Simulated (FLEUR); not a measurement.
# E(M) of V3Pt, part 2 of 2

Wanted: E(M) for V3Pt, with its minima.

FLEUR MaX-R8.1; PBEsol; all-electron FLAPW, Dirac cores, scalar-relativistic bands.

So far, magnetization (μB): step 2 (unconstrained state) 0.881.

**4. Moment fixed at 0.82 μB**

Two Fermi energies hold the total moment; the run starts from the free run's density. The seed on Pt dies away in this run, so the pattern is judged on the other seeded atoms.

File inp.xml:

```
<?xml version="1.0" encoding="UTF-8" standalone="no"?>
<fleurInput fleurInputVersion="0.39">
   <comment>
      V3Pt
   </comment>
   <calculationSetup>
      <cutoffs Kmax="3.6" Gmax="10.8" GmaxXC="10.8" numbands="0"/>
      <scfLoop itmax="90" minDistance="0.00002" maxIterBroyd="15" imix="Anderson" alpha="0.05" precondParam="0.0" spinf="2.0" sdNocoIR="T"/>
      <coreElectrons ctail="T" frcor="F" kcrel="0" coretail_lmax="0"/>
      <xcFunctional name="PBEs" relativisticCorrections="F"/>
      <magnetism jspins="2" fixed_moment="0.82"/>
      <soc l_soc="F" theta="0.0" phi="0.0" spav="F"/>
      <expertModes spex="0" secvar="F"/>
      <geometryOptimization l_f="F" forcealpha="1.0" forcemix="BFGS" epsdisp="0.00001" epsforce="0.00001"/>
      <ldaU l_linMix="F" mixParam="0.05" spinf="1.0"/>
   </calculationSetup>
   <cell>
      <bzIntegration valenceElectrons="55.0" mode="hist" fermiSmearingEnergy="0.00110248">
         <kPointListSelection listName="default-1"/>
         <xi:include xmlns:xi="http://www.w3.org/2001/XInclude" href="kpts.xml"> </xi:include>
      </bzIntegration>
      <xi:include xmlns:xi="http://www.w3.org/2001/XInclude" href="sym.xml"> </xi:include>
      <bulkLattice scale="1.0">
         <bravaisMatrix>
            <row-1>    7.4039469561828000     0.0000000000000000     0.0000000000000000</row-1>
            <row-2>    0.0000000000000000     7.4039469561828000     0.0000000000000000</row-2>
            <row-3>    0.0000000000000000     0.0000000000000000     7.4039469561828000</row-3>
         </bravaisMatrix>
      </bulkLattice>
   </cell>
   <atomSpecies>
      <species name="Vanadium (1.501" element="V" atomicNumber="23">
         <mtSphere radius="2.55" gridPoints="843" logIncrement="0.014"/>
         <atomicCutoffs lmax="10" lnonsphr="8"/>
         <electronConfig flipSpins="F">
            <coreConfig>(1s1/2) (2s1/2) (2p1/2) (2p3/2)</coreConfig>
            <valenceConfig>(3s1/2) (3p1/2) (3p3/2) (4s1/2) (3d3/2) (3d5/2)</valenceConfig>
            <stateOccupation state="(3d3/2)" spinUp="0.6" spinDown="0.6"/>
            <stateOccupation state="(3d5/2)" spinUp="1.6505" spinDown="0.1495"/>
         </electronConfig>
         <energyParameters s="4" p="4" d="3" f="4"/>
         <lo type="SCLO" l="0" n="3" eDeriv="0"/>
         <lo type="SCLO" l="1" n="3" eDeriv="0"/>
      </species>
      <species name="Platinum (.600" element="Pt" atomicNumber="78">
         <mtSphere radius="2.55" gridPoints="843" logIncrement="0.016"/>
         <atomicCutoffs lmax="10" lnonsphr="8"/>
         <electronConfig flipSpins="F">
            <coreConfig>(1s1/2) (2s1/2) (2p1/2) (2p3/2) (3s1/2) (3p1/2) (3p3/2) (4s1/2) (3d3/2) (3d5/2) (4p1/2) (4p3/2) (5s1/2) (4d3/2) (4d5/2) (4f5/2) (4f7/2)</coreConfig>
            <valenceConfig>(5p1/2) (5p3/2) (6s1/2) (5d3/2) (5d5/2)</valenceConfig>
            <stateOccupation state="(6s1/2)" spinUp="0.5" spinDown="0.5"/>
            <stateOccupation state="(5d3/2)" spinUp="1.8" spinDown="1.8"/>
            <stateOccupation state="(5d5/2)" spinUp="3.0" spinDown="2.4"/>
         </electronConfig>
         <energyParameters s="6" p="6" d="5" f="5"/>
         <lo type="SCLO" l="1" n="5" eDeriv="0"/>
      </species>
   </atomSpecies>
   <atomGroups>
      <atomGroup species="Vanadium (1.501">
         <relPos label="                   1">.0000000000 1.000/2.000 1.000/2.000</relPos>
         <relPos label="                   2">1.000/2.000 .0000000000 1.000/2.000</relPos>
         <relPos label="                   3">1.000/2.000 1.000/2.000 .0000000000</relPos>
         <force calculate="T" relaxXYZ="TTT"/>
      </atomGroup>
      <atomGroup species="Platinum (.600">
         <relPos label="                   4">.0000000000 .0000000000 .0000000000</relPos>
         <force calculate="T" relaxXYZ="TTT"/>
      </atomGroup>
   </atomGroups>
   <output dos="F" band="F" slice="F">
      <bandDOS minEnergy="-.5*Htr" maxEnergy="0.5*Htr" sigma="0.015" storeEVData="T"/>
      <plotting iplot="0" polar="F">
         <plot TwoD="T" vec1="  1.0  0.0  0.0" vec2="  0.0  1.0  0.0" vec3="  0.0  0.0  1.0" zero="  0.0  0.0  0.0" file="plot"/>
      </plotting>
      <moessbauerParams electricFieldGradient="F" isomerShift="F" coreHyperfine="F" valenceHyperfine="F"/>
   </output>
</fleurInput>
```

Command:

```console
$ OMP_NUM_THREADS=1 mpirun -n 4 fleur_MPI > fleur.log
```

Output:

```text
[banner, memory and clock lines left out]
Welcome to FLEUR        (www.flapw.de)
      MaX-Release 8.1          (www.max-centre.eu)

 ========== k-point set info ==========
 Selected k-point list: default-1
 k-point list type: mesh
 0 x 0 x 0
 Number of k points: 36

 [... set-up left out ...]
 Iteration:     1   Distance:       0.30602503 me/bohr^3
 Iteration:     2   Distance:       0.29210273 me/bohr^3
 Iteration:     3   Distance:       0.03385644 me/bohr^3
 Iteration:     4   Distance:       0.02944796 me/bohr^3
 Iteration:     5   Distance:       0.01512669 me/bohr^3
 Iteration:     6   Distance:       0.00857106 me/bohr^3
 Iteration:     7   Distance:       0.00300551 me/bohr^3
 Iteration:     8   Distance:       0.00143188 me/bohr^3
 Iteration:     9   Distance:       0.00071073 me/bohr^3
 Iteration:    10   Distance:       0.00031219 me/bohr^3
 Iteration:    11   Distance:       0.00016812 me/bohr^3
 Iteration:    12   Distance:       0.00006068 me/bohr^3
 Iteration:    13   Distance:       0.00002282 me/bohr^3
 Iteration:    14   Distance:       0.00000282 me/bohr^3

 ********************************************************************
 Run finished successfully
 Stop message:
   all done
 ********************************************************************

--- out.xml (last complete iteration) ---
<iteration numberForCurrentRun="   14" overallNumber="   51">
         [... left out ...]
         <bandgap value="0.0000000000" units="eV"/>
         <sumValenceSingleParticleEnergies value="-16.4830046981" units="Htr"/>
         <bandgap value="0.0051828226" units="eV"/>
         <sumValenceSingleParticleEnergies value="-33.1173191473" units="Htr"/>
         <FermiEnergy value="0.3657220998" units="Htr"/>
         <FixedTotalMoment fermiEnergyUp="0.3654044685" fermiEnergyDown="0.3657220998" units="Htr"/>
         [... left out ...]
         <magneticMomentsInMTSpheres units="muBohr">
            <globalMagMoment atomType="1" vec="0.00000   0.00000   0.24796"/>
            <globalMagMoment atomType="2" vec="0.00000   0.00000   0.01247"/>
         </magneticMomentsInMTSpheres>
         [... left out ...]
         <totalEnergy value="   -21286.5835685171" units="Htr">
            <sumOfEigenvalues value="   -12984.9499947495">
               <coreElectrons value="-12951.8326756022"/>
               <valenceElectrons value="-33.1173191473"/>
            </sumOfEigenvalues>
         [... left out ...]
            <freeEnergy value="-21286.5842295721"/>
            <extrapolationTo0K value="-21286.5838990446"/>
         </totalEnergy>
         <densityConvergence units="me/bohr^3">
            <chargeDensity spin="1" distance="0.0000014255"/>
            <chargeDensity spin="2" distance="0.0000017679"/>
            <overallChargeDensity distance="0.0000028222"/>
            <spinDensity distance="0.0000015329"/>
         </densityConvergence>
      </iteration>
```

The job ended after 32 s (4 MPI ranks of Intel Xeon Platinum 8488C (Sapphire Rapids), shared host; peak memory 0.29 GiB; 2.1 min of CPU time).

Read from the output:

| Item | Value |
| --- | --- |
| magnetization | 0.82 μB |

Its energy lies +0.1 meV a cell from the free run's.

**5. Moment fixed at 1.23 μB**

The seed on Pt dies away in this run, so the pattern is judged on the other seeded atoms.

inp.xml: that of step 4 with these lines changed.

```diff
@@ -10,3 +10,3 @@
       <xcFunctional name="PBEs" relativisticCorrections="F"/>
-      <magnetism jspins="2" fixed_moment="0.82"/>
+      <magnetism jspins="2" fixed_moment="1.23"/>
       <soc l_soc="F" theta="0.0" phi="0.0" spav="F"/>
```

Output:

```text
[banner, memory and clock lines left out]
Welcome to FLEUR        (www.flapw.de)
      MaX-Release 8.1          (www.max-centre.eu)

 ========== k-point set info ==========
 Selected k-point list: default-1
 k-point list type: mesh
 0 x 0 x 0
 Number of k points: 36

 [... set-up left out ...]
 Iteration:     1   Distance:       1.75823494 me/bohr^3
 Iteration:     2   Distance:       1.67754784 me/bohr^3
 Iteration:     3   Distance:       0.17159139 me/bohr^3
 Iteration:     4   Distance:       0.14816143 me/bohr^3
 Iteration:     5   Distance:       0.07243918 me/bohr^3
[...]
<sumOfEigenvalues value="   -12984.9138384558">
               <coreElectrons value="-12951.8026352367"/>
               <valenceElectrons value="-33.1112032190"/>
            </sumOfEigenvalues>
         [... left out ...]
            <freeEnergy value="-21286.5840013738"/>
            <extrapolationTo0K value="-21286.5837090617"/>
         </totalEnergy>
         <densityConvergence units="me/bohr^3">
            <chargeDensity spin="1" distance="0.0000044561"/>
            <chargeDensity spin="2" distance="0.0000084603"/>
            <overallChargeDensity distance="0.0000091304"/>
            <spinDensity distance="0.0000099750"/>
         </densityConvergence>
      </iteration>
```

It took 26 s on 4 MPI ranks; peak memory 0.28 GiB.

Numbers from this step:

```yaml
magnetization: 1.23 μB
```

Its energy lies +6.3 meV a cell from the free run's.

**6. Moment fixed at 0.41 μB**

inp.xml: that of step 5 with these lines changed.

```diff
@@ -10,3 +10,3 @@
       <xcFunctional name="PBEs" relativisticCorrections="F"/>
-      <magnetism jspins="2" fixed_moment="1.23"/>
+      <magnetism jspins="2" fixed_moment="0.41"/>
       <soc l_soc="F" theta="0.0" phi="0.0" spav="F"/>
```

Output:

```text
[banner, memory and clock lines left out]
Welcome to FLEUR        (www.flapw.de)
      MaX-Release 8.1          (www.max-centre.eu)

 ========== k-point set info ==========
 Selected k-point list: default-1
 k-point list type: mesh
 0 x 0 x 0
 Number of k points: 36

 [... set-up left out ...]
 Iteration:     1   Distance:       2.36825248 me/bohr^3
 Iteration:     2   Distance:       2.26102372 me/bohr^3
 Iteration:     3   Distance:       0.27128626 me/bohr^3
 Iteration:     4   Distance:       0.23853229 me/bohr^3
 Iteration:     5   Distance:       0.13153923 me/bohr^3
[...]
<sumOfEigenvalues value="   -12984.9669865503">
               <coreElectrons value="-12951.8484625416"/>
               <valenceElectrons value="-33.1185240087"/>
            </sumOfEigenvalues>
         [... left out ...]
            <freeEnergy value="-21286.5840800938"/>
            <extrapolationTo0K value="-21286.5835985239"/>
         </totalEnergy>
         <densityConvergence units="me/bohr^3">
            <chargeDensity spin="1" distance="0.0000103815"/>
            <chargeDensity spin="2" distance="0.0000117209"/>
            <overallChargeDensity distance="0.0000126696"/>
            <spinDensity distance="0.0000181602"/>
         </densityConvergence>
      </iteration>
```

Wall time 27 s (4 MPI ranks); peak memory 0.27 GiB; 1.8 min of CPU time.

Read from the output:

| Item | Value |
| --- | --- |
| magnetization | 0.41 μB |

Its energy lies +4.2 meV a cell from the free run's.

**7. An attempt with other settings**

An input with a fault is tried, to see how the program answers.

File inp.xml:

```
<?xml version="1.0" encoding="UTF-8" standalone="no"?>
<fleurInput fleurInputVersion="0.39">
   <comment>
      V3Pt
   </comment>
   <calculationSetup>
      <cutoffs Kmax="3.6" Gmax="10.8" GmaxXC="10.8" numbands="0"/>
      <scfLoop itmax="60" minDistance="0.00002" maxIterBroyd="15" imix="Anderson" alpha="0.05" precondParam="0.0" spinf="2.0" sdNocoIR="T"/>
      <coreElectrons ctail="T" frcor="F" kcrel="0" coretail_lmax="0"/>
      <xcFunctional name="PBEs" relativisticCorrections="F"/>
      <magnetism jspins="2"/>
      <soc l_soc="F" theta="0.0" phi="0.0" spav="F"/>
      <expertModes spex="0" secvar="F"/>
      <geometryOptimization l_f="F" forcealpha="1.0" forcemix="BFGS" epsdisp="0.00001" epsforce="0.00001"/>
      <ldaU l_linMix="F" mixParam="0.05" spinf="1.0"/>
   </calculationSetup>
   <cell>
      <bzIntegration valenceElectrons="55.0" mode="hist" fermiSmearingEnergy="0.00110248">
         <kPointListSelection listName="default-1"/>
         <xi:include xmlns:xi="http://www.w3.org/2001/XInclude" href="kpts.xml"> </xi:include>
      </bzIntegration>
      <xi:include xmlns:xi="http://www.w3.org/2001/XInclude" href="sym.xml"> </xi:include>
      <bulkLattice scale="1.0">
         <bravaisMatrix>
            <row-1>    7.4039469561828000     0.0000000000000000     0.0000000000000000</row-1>
            <row-2>    0.0000000000000000     7.4039469561828000     0.0000000000000000</row-2>
            <row-3>    0.0000000000000000     0.0000000000000000     7.4039469561828000</row-3>
         </bravaisMatrix>
      </bulkLattice>
   </cell>
   <atomSpecies>
      <species name="Vanadium (1.501" element="V" atomicNumber="23">
         <mtSphere radius="2.55" gridPoints="843" logIncrement="0.014"/>
         <atomicCutoffs lmax="10" lnonsphr="8"/>
         <electronConfig flipSpins="F">
            <coreConfig>(1s1/2) (2s1/2) (2p1/2) (2p3/2)</coreConfig>
            <valenceConfig>(3s1/2) (3p1/2) (3p3/2) (4s1/2) (3d3/2) (3d5/2)</valenceConfig>
            <stateOccupation state="(3d3/2)" spinUp="0.6" spinDown="0.6"/>
            <stateOccupation state="(3d5/2)" spinUp="1.6505" spinDown="0.1495"/>
         </electronConfig>
         <energyParameters s="4" p="4" d="3" f="4"/>
         <lo type="SCLO" l="0" n="3" eDeriv="0"/>
         <lo type="SCLO" l="1" n="3" eDeriv="0"/>
      </species>
      <species name="Platinum (.600" element="Pt" atomicNumber="78">
         <mtSphere radius="2.55" gridPoints="843" logIncrement="0.016"/>
         <atomicCutoffs lmax="10" lnonsphr="8"/>
         <electronConfig flipSpins="F">
            <coreConfig>(1s1/2) (2s1/2) (2p1/2) (2p3/2) (3s1/2) (3p1/2) (3p3/2) (4s1/2) (3d3/2) (3d5/2) (4p1/2) (4p3/2) (5s1/2) (4d3/2) (4d5/2) (4f5/2) (4f7/2)</coreConfig>
            <valenceConfig>(5p1/2) (5p3/2) (6s1/2) (5d3/2) (5d5/2)</valenceConfig>
            <stateOccupation state="(6s1/2)" spinUp="0.5" spinDown="0.5"/>
            <stateOccupation state="(5d3/2)" spinUp="1.8" spinDown="1.8"/>
            <stateOccupation state="(5d5/2)" spinUp="3.0" spinDown="2.4"/>
         </electronConfig>
         <energyParameters s="6" p="6" d="5" f="5"/>
         <lo type="SCLO" l="1" n="5" eDeriv="0"/>
      </species>
   </atomSpecies>
   <atomGroups>
      <atomGroup species="Vanadium (1.501">
         <relPos label="                   1">.0000000000 1.000/2.000 1.000/2.000</relPos>
         <relPos label="                   2">1.000/2.000 .0000000000 1.000/2.000</relPos>
         <relPos label="                   3">1.000/2.000 1.000/2.000 .0000000000</relPos>
         <force calculate="T" relaxXYZ="TTT"/>
      </atomGroup>
      <atomGroup species="Platinum (.600">
         <relPos label="                   4">.0000000000 .0000000000 .0000000000</relPos>
         <force calculate="T" relaxXYZ="TTT"/>
      </atomGroup>
   </atomGroups>
   <output dos="F" band="F" slice="F">
      <bandDOS minEnergy="-.5*Htr" maxEnergy="0.5*Htr" sigma="0.015" storeEVData="T"/>
      <plotting iplot="0" polar="F">
         <plot TwoD="T" vec1="  1.0  0.0  0.0" vec2="  0.0  1.0  0.0" vec3="  0.0  0.0  1.0" zero="  0.0  0.0  0.0" file="plot"/>
      </plotting>
      <moessbauerParams electricFieldGradient="F" isomerShift="F" coreHyperfine="F" valenceHyperfine="F"/>
   </output>
</fleurInput>
```

File crystal.txt:

```
V3Pt
&input film=F cartesian=F /
3.91800000000  0.00000000000  0.00000000000
0.00000000000  3.91800000000  0.00000000000
0.00000000000  0.00000000000  3.91800000000
1.8897261246
1.0 1.0 1.0

4
23 0.00000000000  0.50000000000  0.50000000000 : 1.501
23 0.50000000000  0.00000000000  0.50000000000 : 1.501
23 0.50000000000  0.50000000000  0.00000000000 : 1.501
78 0.00000000000  0.00000000000  0.00000000000 : 0.600

&kpt div1=1 div2=1 div3=1 gamma=T /
```

Command:

```console
$ OMP_NUM_THREADS=1 inpgen -f crystal.txt > inpgen.log  # inp.xml is then edited as shown
$ OMP_NUM_THREADS=4 fleur_MPI > fleur.log
```

Output:

```text
[banner, memory and clock lines left out]
Welcome to FLEUR        (www.flapw.de)
      MaX-Release 8.1          (www.max-centre.eu)

 ========== k-point set info ==========
 Selected k-point list: default-1
 k-point list type: mesh
 1 x 1 x 1
 Number of k points: 1

 [... set-up left out ...]
 Iteration:     1   Distance:      25.80735306 me/bohr^3
 Iteration:     2   Distance:      23.77857227 me/bohr^3
 Iteration:     3   Distance:      22.51924727 me/bohr^3
 Iteration:     4   Distance:      13.69593580 me/bohr^3
 Iteration:     5   Distance:       7.77415640 me/bohr^3
 Iteration:     6   Distance:       4.70588474 me/bohr^3
 Iteration:     7   Distance:       1.46388960 me/bohr^3
 Iteration:     8   Distance:       0.92950338 me/bohr^3
 Iteration:     9   Distance:       0.52383909 me/bohr^3
 Iteration:    10   Distance:       0.68080381 me/bohr^3
 Iteration:    11   Distance:       0.11961733 me/bohr^3
 Iteration:    12   Distance:       0.09812909 me/bohr^3
 Iteration:    13   Distance:       0.01461294 me/bohr^3
 Iteration:    14   Distance:       0.00537685 me/bohr^3
 Iteration:    15   Distance:       0.00213734 me/bohr^3
 Iteration:    16   Distance:       0.00205077 me/bohr^3
 Iteration:    17   Distance:       0.00179415 me/bohr^3
 Iteration:    18   Distance:       0.00049640 me/bohr^3
 Iteration:    19   Distance:       0.00019349 me/bohr^3
 Iteration:    20   Distance:       0.00010203 me/bohr^3
 Iteration:    21   Distance:       0.00007359 me/bohr^3
 Iteration:    22   Distance:       0.00001501 me/bohr^3

 ********************************************************************
 Run finished successfully
 Stop message:
   all done
 ********************************************************************

--- out.xml (last complete iteration) ---
<iteration numberForCurrentRun="   22" overallNumber="   22">
         [... left out ...]
         <bandgap value="0.0000000000" units="eV"/>
         <sumValenceSingleParticleEnergies value="-32.2452330161" units="Htr"/>
         <FermiEnergy value="0.4457337136" units="Htr"/>
         [... left out ...]
         <magneticMomentsInMTSpheres units="muBohr">
            <globalMagMoment atomType="1" vec="0.00000   0.00000   0.14627"/>
            <globalMagMoment atomType="2" vec="0.00000   0.00000   0.15224"/>
         </magneticMomentsInMTSpheres>
         [... left out ...]
         <totalEnergy value="   -21286.6127508579" units="Htr">
            <sumOfEigenvalues value="   -12982.3109361186">
               <coreElectrons value="-12950.0657031025"/>
               <valenceElectrons value="-32.2452330161"/>
            </sumOfEigenvalues>
         [... left out ...]
            <freeEnergy value="-21286.6148560903"/>
            <extrapolationTo0K value="-21286.6138034741"/>
         </totalEnergy>
         <densityConvergence units="me/bohr^3">
            <chargeDensity spin="1" distance="0.0000090392"/>
            <chargeDensity spin="2" distance="0.0000090735"/>
            <overallChargeDensity distance="0.0000150149"/>
            <spinDensity distance="0.0000101303"/>
         </densityConvergence>
      </iteration>
```

The job ended after 12 s (1 MPI rank; peak memory 0.09 GiB).

The run converged, but its input is faulty, so its numbers are not to be trusted.

The fault in the input: one k-point for a small cell.

Side by side:

| quantity | this run | first run | difference |
| --- | --- | --- | --- |
| largest moment (μB) | 0.15224 | 0.26626 | -0.114 |
| magnetization (μB) | 1 | 0.8812 | 0.119 |
| free energy (eV) | -579238.30 | -579237.47 | -0.833 |

One result that differs is the largest moment, 0.152 μB against 0.266 μB.

A single point can't sample the zone of a small cell; the mesh must follow the cell's size.

**8. All moments**

The other moments were run in the same way.

Energy over the lowest against total spin moment:

| total spin moment (μB a cell) | energy over the lowest (meV a cell) |
| --- | --- |
| 0.00 | 6.53 |
| 0.41 | 4.20 |
| 0.82 | 0.129 |
| 0.88 | 0 |
| 1.23 | 6.34 |
| 1.64 | 26.6 |
| 2.05 | 51.5 |
| 2.46 | 83.5 |
| 2.87 | 126 |
| 3.28 | 177 |

Table of moment, largest sphere moment by total spin moment:

| total spin moment (μB a cell) | moment, largest sphere moment (μB) |
| --- | --- |
| 0.00 | 0 |
| 0.41 | 0.124 |
| 0.82 | 0.248 |
| 0.88 | 0.266 |
| 1.23 | 0.369 |
| 1.64 | 0.489 |
| 2.05 | 0.608 |
| 2.46 | 0.726 |
| 2.87 | 0.842 |
| 3.28 | 0.957 |

**9. Summary of results**

| Quantity | Value |
| --- | --- |
| moment of the free run | 0.881 μB a cell |
| moment of the lowest point | 0.881 μB a cell |
| energy of the spinless run | 6.53 meV a cell over the lowest |

In words: The lowest point lies 6.53 meV a cell under the spinless run, in free energy at a smearing of 0.03 eV. The point at zero is the spinless run. Opposed orders, which also have no total moment, were not run.

[Logs and program files are shortened in this print: banners, set-up blocks, solver, clock and traceback lines can be left out without a mark of their own.]

[Logs are printed without paths, hosts, clocks, repeated set-up lines and the standing remarks that a program may print on its own settings, such as how far it seeks lower states.]

[Hosts, paths, dates, database ids (printed as entryN), source tags and the programs' standing remarks are cut or masked in the printed files.]

[Where a cell is said to come from a database of computed structures, the database is the Materials Project.]
